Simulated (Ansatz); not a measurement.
**How ScGaS3 (model structure) absorbs and reflects light**

What colour and refractive index does ScGaS3 (model structure) have at this level of theory? This is a made-up structure; whether it can be made isn't tested. It was built so: All La replaced by Sc and O replaced by S in the Pm-3m structure of LaGaO3.

Method: DFT, PBE, plane-wave PAW, default files, scalar-relativistic, independent-particle optical response without local fields, in Ansatz 0.2.0.

This is a report of a sequence of runs, with the program logs left out and the cost of each run kept.

### 1. Starting point

It takes space group Pm-3m (No. 221, cubic). Conventional cell: a = 4.448 Å, b = 4.448 Å, c = 4.448 Å, α = 90.00°, β = 90.00°, γ = 90.00°. Ga has 6 S at 2.22 Å nearest. Nearest to Sc lie 12 S at 3.15 Å. Nearest to S lie 2 Ga at 2.22 Å and 4 Sc at 3.15 Å. Farther neighbours, and contacts between anions beyond the nearest, are not listed.

### 2. Relaxation

Spectra hang on bond lengths, so the cell is first brought to its minimum.

This step: DFT, PBE, plane-wave PAW, default files, scalar-relativistic, relaxation (Ansatz 0.2.0).

The input, input.yaml:

```yaml
crystal:
  lattice:
    - [4.44812172, 0.0, 0.0]
    - [0.0, 4.44812172, 0.0]
    - [0.0, 0.0, 4.44812172]
  atoms:
    - { symbol: Ga, position: [0.0, 0.0, 0.0] }
    - { symbol: Sc, position: [0.5, 0.5, 0.5] }
    - { symbol: S, position: [0.5, 0.0, 0.0] }
    - { symbol: S, position: [0.0, 0.0, 0.5] }
    - { symbol: S, position: [0.0, 0.5, 0.0] }
kpoints:
  mp_grid: { grid: [5, 5, 5] }
scf:
  occupations: { method: fermi_dirac, width: 0.05 }
hamiltonian:
  xc: pbe
  pseudopotentials: { kind: paw }
output:
  forces: true
  stress: true
relax:
  f_tol: 0.02
  max_steps: 50
  cell: {}
```

Command:

```console
> ansatz run input.yaml --threads 2 --pin off --max-ram 5120MiB --backend cpu --events-out ev --progress --plain --runs-dir out
```

Wall time 3.9 s (2 threads of Arm Neoverse V2, shared host); peak memory 0.38 GiB.

Step by step:

| step | energy less that of the first step (eV) | largest force component (eV/Å) | pressure (GPa) | volume (Å³) |
| --- | --- | --- | --- | --- |
| 1 | 0.0000 | 0.0000 | 14.56 | 88.01 |
| 2 | -0.5066 | 0.0000 | 2.55 | 98.18 |
| 3 | -0.5291 | 0.0000 | 0.49 | 100.65 |
| 4 | -0.5300 | 0.0000 | 0.02 | 101.25 |
| 5* | -0.5329 | 0.0000 | 0.04 | 101.25 |

Relaxation steps marked * repeat the geometry before them on a plane-wave basis chosen anew for their cell, so energy and pressure can jump there.

Forces are held to the 48 operations that the program found; a distortion that breaks them can't arise in this run.

| conventional cell, symmetrised | before | after | change |
| --- | --- | --- | --- |
| a (Å) | 4.448 | 4.661 | +4.8 % |
| b (Å) | 4.448 | 4.661 | +4.8 % |
| c (Å) | 4.448 | 4.661 | +4.8 % |
| volume (Å³/atom) | 17.60 | 20.25 | +15.0 % |

Final coordinates:

```cif
data_structure
_symmetry_space_group_name_H-M 'P 1'
_symmetry_Int_Tables_number 1
_cell_length_a 4.6609
_cell_length_b 4.6609
_cell_length_c 4.6609
_cell_angle_alpha 90.000
_cell_angle_beta 90.000
_cell_angle_gamma 90.000
_cell_volume 101.25
loop_
_atom_site_label
_atom_site_type_symbol
_atom_site_fract_x
_atom_site_fract_y
_atom_site_fract_z
_atom_site_occupancy
Ga1 Ga 0.00000 0.00000 0.00000 1
Sc2 Sc 0.50000 0.50000 0.50000 1
S3 S 0.50000 0.00000 0.00000 1
S4 S 0.00000 0.00000 0.50000 1
S5 S 0.00000 0.50000 0.00000 1
```

The relaxation ends with a pressure of 0.04 GPa.

### 3. Ground state and bands

The self-consistent density comes first; it also tells whether there is a gap, which decides the occupations and the need for a Drude term.

This step: DFT, PBE, plane-wave PAW, default files, scalar-relativistic, ground state (Ansatz 0.2.0).

The input, input.yaml:

```yaml
crystal:
  lattice:
    - [4.6609085572, 0.0, 0.0]
    - [0.0, 4.6609085572, 0.0]
    - [0.0, 0.0, 4.6609085572]
  atoms:
    - { symbol: Ga, position: [0.0, 0.0, 0.0] }
    - { symbol: Sc, position: [0.5, 0.5, 0.5] }
    - { symbol: S, position: [0.5, 0.0, 0.0] }
    - { symbol: S, position: [0.0, 0.0, 0.5] }
    - { symbol: S, position: [0.0, 0.5, 0.0] }
kpoints:
  mp_grid: { grid: [5, 5, 5] }
  band_path:
    path:
      - [[0.0, 0.0, 0.0], [0.0, 0.5, 0.0], [0.5, 0.5, 0.0], [0.0, 0.0, 0.0], [0.5, 0.5, 0.5], [0.0, 0.5, 0.0]]
      - [[0.5, 0.5, 0.0], [0.5, 0.5, 0.5]]
    npoints: 11
scf:
  occupations: { method: fermi_dirac, width: 0.05 }
  n_extra_bands: 9
hamiltonian:
  xc: pbe
  pseudopotentials: { kind: paw }
output:
  forces: true
  stress: true
  populations: true
  write_bands: true
```

Elapsed: 2.9 s, on 2 threads; peak memory 0.39 GiB; 5.6 s of CPU time.

Numbers from this step:

```
free energy         : -8626.9130 eV
Fermi energy        : 7.608 eV
electrons           : 42
symmetry operations : 48
pressure            : 0.03689 GPa
volume              : 101.3 Å³
gap on the path     : 0 eV
```

There are states at the Fermi level within the smearing, so the occupations stay smeared and the carriers get a Drude term. The cell is left with a pressure of 0.0 GPa after its relaxation.

Electronic bands along the path, in eV, zero at the Fermi level; # counts the bands kept:

| point | #8 | #9 | #10 | #11 | #12 | #13 | #14 | #15 |
| --- | --- | --- | --- | --- | --- | --- | --- | --- |
| Γ | -1.13 | -1.13 | -0.72 | -0.72 | -0.72 | 0.43 | 0.43 | 0.59 |
| 0.45 of the way | -1.58 | -1.58 | -0.96 | -0.96 | -0.30 | 0.62 | 0.63 | 1.09 |
| X | -2.13 | -2.13 | -1.20 | -1.20 | 0.67 | 0.84 | 1.63 | 1.71 |
| 0.55 of the way | -2.30 | -1.87 | -1.07 | -0.61 | 1.02 | 1.07 | 1.21 | 1.45 |
| M | -2.32 | -2.32 | -0.43 | -0.06 | 0.81 | 0.89 | 1.60 | 1.69 |
| 0.55 of the way | -1.83 | -1.34 | -1.33 | -0.52 | 0.27 | 0.82 | 0.94 | 1.01 |
| Γ | -1.13 | -1.13 | -0.72 | -0.72 | -0.72 | 0.43 | 0.43 | 0.59 |
| 0.55 of the way | -2.70 | -0.55 | -0.55 | -0.35 | 0.67 | 0.81 | 0.81 | 1.68 |
| R | -0.38 | 0.42 | 0.42 | 0.42 | 0.84 | 0.84 | 0.84 | 0.98 |
| 0.55 of the way | -1.67 | -1.16 | -0.76 | -0.57 | 0.85 | 1.08 | 1.32 | 1.38 |
| X | -2.13 | -2.13 | -1.20 | -1.20 | 0.67 | 0.84 | 1.63 | 1.71 |
| jump to M | -2.32 | -2.32 | -0.43 | -0.06 | 0.81 | 0.89 | 1.60 | 1.69 |
| 0.45 of the way | -0.90 | -0.90 | -0.41 | 0.09 | 0.84 | 0.94 | 1.39 | 1.44 |
| R | -0.38 | 0.42 | 0.42 | 0.42 | 0.84 | 0.84 | 0.84 | 0.98 |

### 4. Spectrum

With the density converged, the vertical transitions are summed over the zone.

This step: DFT, PBE, plane-wave PAW, default files, scalar-relativistic, independent-particle optical response without local fields (Ansatz 0.2.0).

input.yaml, the sections that differ from step 3:

```yaml
kpoints:
  mp_grid: { grid: [6, 6, 6] }
scf:
  occupations: { method: fermi_dirac, width: 0.1 }
output:
  optics:
    e_range: [0, 25]
    de: 0.05
    sigma: 0.1
    drude_damping: 0.1
    nscf_kmesh: { grid: [8, 8, 8] }
    bands: auto
# crystal, hamiltonian: as in step 3
```

Elapsed: 74 s, on 2 threads; peak memory 1.5 GiB.

This step gave:

| Item | Value |
| --- | --- |
| main peak of the optical conductivity above 1 eV, first axis | 7.831 eV |
| centre of weight of the strongest loss peak in the window | 18.06 eV |
| Drude plasma energy, first axis | 2.870 eV |
| bands summed | 103 |
| spectra valid up to | 39.44 eV |
| program's estimate of the k-sum error in Im epsilon | 0.21 % |
| electrons in the f-sum | 27.96 |

The Im ε, any direction has structure finer than the step of the table below, so its rows give means over 1 eV. Peaks (eV: height): 1.1: 19.4.

The Im ε, any direction by photon energy; means over each step:

| photon energy (eV) | Im ε, any direction |
| --- | --- |
| 1 | 15.7 |
| 2 | 13.8 |
| 3 | 6.09 |
| 4 | 7.53 |
| 5 | 8.11 |
| 6 | 5.86 |
| 7 | 5.01 |
| 8 | 7.07 |
| 9 | 4.07 |
| 10 | 2.71 |
| 11 | 1.88 |
| 12 | 1.41 |
| 13 | 1.25 |
| 14 | 0.831 |
| 15 | 0.606 |
| 16 | 0.419 |
| 17 | 0.328 |
| 18 | 0.256 |
| 19 | 0.227 |
| 20 | 0.178 |
| 21 | 0.132 |
| 22 | 0.142 |
| 23 | 0.118 |
| 24 | 0.122 |

Re ε, any direction against photon energy:

| photon energy (eV) | Re ε, any direction |
| --- | --- |
| 1 | 11.4 |
| 2 | -0.346 |
| 3 | 1.25 |
| 4 | 5.57 |
| 5 | 0.662 |
| 6 | 1.01 |
| 7 | 0.361 |
| 8 | -1.31 |
| 9 | -1.55 |
| 10 | -2.27 |
| 11 | -1.45 |
| 12 | -1.00 |
| 13 | -1.10 |
| 14 | -0.711 |
| 15 | -0.602 |
| 16 | -0.292 |
| 17 | -0.134 |
| 18 | 0.0584 |
| 19 | 0.167 |
| 20 | 0.278 |
| 21 | 0.388 |
| 22 | 0.461 |
| 23 | 0.544 |
| 24 | 0.587 |
| 25 | 0.676 |

Values under 1 per cm are given as 1. Table of absorption coefficient, any direction by photon energy:

| photon energy (eV) | absorption coefficient, any direction (1/cm) |
| --- | --- |
| 0.500 | 2.2e5 |
| 1.000 | 2.4e5 |
| 1.500 | 3.4e5 |
| 2.000 | 5.4e5 |
| 2.500 | 4.7e5 |
| 3.000 | 4.6e5 |
| 3.500 | 4.0e5 |
| 4.000 | 5.9e5 |
| 4.500 | 7.5e5 |
| 5.000 | 1.0e6 |
| 5.500 | 9.6e5 |
| 6.000 | 9.2e5 |
| 6.500 | 1.1e6 |
| 7.000 | 1.0e6 |
| 7.500 | 1.1e6 |
| 8.000 | 1.7e6 |
| 8.500 | 1.8e6 |
| 9.000 | 1.5e6 |
| 9.500 | 1.7e6 |
| 10.000 | 1.7e6 |
| 10.500 | 1.6e6 |
| 11.000 | 1.5e6 |
| 11.500 | 1.5e6 |
| 12.000 | 1.4e6 |
| 12.500 | 1.5e6 |
| 13.000 | 1.6e6 |
| 13.500 | 1.5e6 |
| 14.000 | 1.3e6 |
| 14.500 | 1.3e6 |
| 15.000 | 1.3e6 |
| 15.500 | 1.1e6 |
| 16.000 | 1.0e6 |
| 16.500 | 9.6e5 |
| 17.000 | 8.5e5 |
| 17.500 | 7.0e5 |
| 18.000 | 5.8e5 |
| 18.500 | 5.3e5 |
| 19.000 | 4.7e5 |
| 19.500 | 3.9e5 |
| 20.000 | 3.5e5 |
| 20.500 | 2.7e5 |
| 21.000 | 2.2e5 |
| 21.500 | 2.1e5 |
| 22.000 | 2.5e5 |
| 22.500 | 2.0e5 |
| 23.000 | 1.5e5 |
| 23.500 | 1.9e5 |
| 24.000 | 2.2e5 |
| 24.500 | 1.2e5 |
| 25.000 | 1.2e5 |

The refractive index n and extinction k by photon energy:

| photon energy (eV) | n | k |
| --- | --- | --- |
| 0.5 | 2.08 | 4.34 |
| 1.0 | 4.10 | 2.33 |
| 1.5 | 3.64 | 2.26 |
| 2.0 | 2.62 | 2.68 |
| 2.5 | 2.08 | 1.86 |
| 3.0 | 1.87 | 1.50 |
| 3.5 | 2.46 | 1.11 |
| 4.0 | 2.77 | 1.45 |
| 4.5 | 2.39 | 1.65 |
| 5.0 | 2.20 | 2.05 |
| 5.5 | 1.78 | 1.72 |
| 6.0 | 1.82 | 1.52 |
| 6.5 | 1.68 | 1.61 |
| 7.0 | 1.58 | 1.46 |
| 7.5 | 2.13 | 1.47 |
| 8.0 | 1.76 | 2.10 |
| 8.5 | 1.20 | 2.13 |
| 9.0 | 1.10 | 1.66 |
| 9.5 | 0.929 | 1.80 |
| 10.0 | 0.778 | 1.70 |
| 10.5 | 0.686 | 1.49 |
| 11.0 | 0.682 | 1.38 |
| 11.5 | 0.563 | 1.30 |
| 12.0 | 0.568 | 1.15 |
| 12.5 | 0.621 | 1.17 |
| 13.0 | 0.575 | 1.20 |
| 13.5 | 0.438 | 1.06 |
| 14.0 | 0.427 | 0.945 |
| 14.5 | 0.413 | 0.910 |
| 15.0 | 0.357 | 0.854 |
| 15.5 | 0.307 | 0.722 |
| 16.0 | 0.331 | 0.633 |
| 16.5 | 0.349 | 0.572 |
| 17.0 | 0.327 | 0.490 |
| 17.5 | 0.338 | 0.396 |
| 18.0 | 0.400 | 0.318 |
| 18.5 | 0.453 | 0.281 |
| 19.0 | 0.476 | 0.244 |
| 19.5 | 0.508 | 0.196 |
| 20.0 | 0.554 | 0.171 |
| 20.5 | 0.575 | 0.129 |
| 21.0 | 0.632 | 0.105 |
| 21.5 | 0.679 | 0.0983 |
| 22.0 | 0.688 | 0.111 |
| 22.5 | 0.717 | 0.0887 |
| 23.0 | 0.741 | 0.0664 |
| 23.5 | 0.772 | 0.0783 |
| 24.0 | 0.771 | 0.0908 |
| 24.5 | 0.787 | 0.0482 |
| 25.0 | 0.823 | 0.0476 |

Reflectivity at normal incidence, any direction against photon energy; read off at these points:

| photon energy (eV) | reflectivity at normal incidence, any direction (%) |
| --- | --- |
| 1.0 | 47.8 |
| 1.8 | 49.6 |
| 2.0 | 48.4 |
| 3.0 | 28.8 |
| 4.0 | 32.1 |
| 5.0 | 39.0 |
| 6.0 | 29.1 |
| 7.0 | 28.2 |
| 8.0 | 41.5 |
| 8.5 | 48.8 |
| 9.0 | 38.6 |
| 10.0 | 48.5 |
| 11.0 | 42.5 |
| 12.0 | 40.0 |
| 13.0 | 41.3 |
| 14.0 | 41.7 |
| 15.0 | 44.4 |
| 15.4 | 46.6 |
| 16.0 | 39.1 |
| 17.0 | 34.7 |
| 18.0 | 22.4 |
| 19.0 | 14.9 |
| 20.0 | 9.33 |
| 21.0 | 5.47 |
| 22.0 | 3.84 |
| 23.0 | 2.36 |
| 24.0 | 1.93 |
| 25.0 | 1.01 |

At chosen wavelengths:

| wavelength (nm) | n | k | R (%) | 1/α |
| --- | --- | --- | --- | --- |
| 1550 | 3.67 | 1.707 | 40.6 | 72 nm |
| 800 | 3.69 | 2.390 | 46.7 | 27 nm |
| 633 | 2.71 | 2.723 | 48.8 | 18 nm |
| 450 | 2.15 | 1.757 | 33.9 | 20 nm |
| 405 | 1.90 | 1.363 | 26.0 | 24 nm |
| 365 | 2.35 | 1.068 | 24.0 | 27 nm |
| 193 | 1.70 | 1.682 | 32.8 | 9.1 nm |

A polished face would reflect 44 % of daylight and look faintly yellow (CIE x = 0.344, y = 0.356 under D65).

### 5. What came out

```
gap on the path                                                       : 0 eV
main peak of the optical conductivity above 1 eV, first axis          : 7.83 eV
Drude plasma energy, first axis                                       : 2.87 eV
centre of weight of the strongest loss peak in the window, first axis : 18.1 eV
```

What this shows: At this level (PBE, independent particles) ScGaS3 is a metal with a Drude plasma energy of 2.9 eV; it reflects 44 % at 550 nm. The cell grew by 15.0 % in volume. Along x the bare Drude plasma energy is 2.9 eV; Re ε first rises through zero at 0.64 eV, far lower, because interband transitions screen the carriers. Im ε is 11 there, so the loss peak at that energy is weak. The strongest loss structure up to 25 eV has its centre of weight at 18.1 eV; a free-electron gas of the 28.0 electrons in the f-sum would put its plasmon at 19.5 eV. A polished face would reflect 44 % of daylight and look faintly yellow (CIE x = 0.344, y = 0.356 under D65). In the base run ε includes the program's bounded estimate of what the bands above those summed add. The carriers' damping of 0.1 eV is typed, not computed; at 0.8 eV the carriers give 13 % of Im ε, the rest is interband. The Fermi-Dirac width of 0.1 eV acts as an electron temperature of 1200 K in the carriers' term.

[Long decimals in the printed logs are rounded to 6 places.]

[Logs are printed without paths, hosts, clocks, repeated set-up lines and the standing remarks that a program may print on its own settings, such as how far it seeks lower states.]

[Hosts, paths, dates, database ids (printed as entryN), source tags and the programs' standing remarks are cut or masked in the printed files.]

[Where the starting crystal was built by hand or by swapping elements, it need not be the compound's stable phase.]

[The count of steps not shown may lack steps that the program refused or didn't finish.]
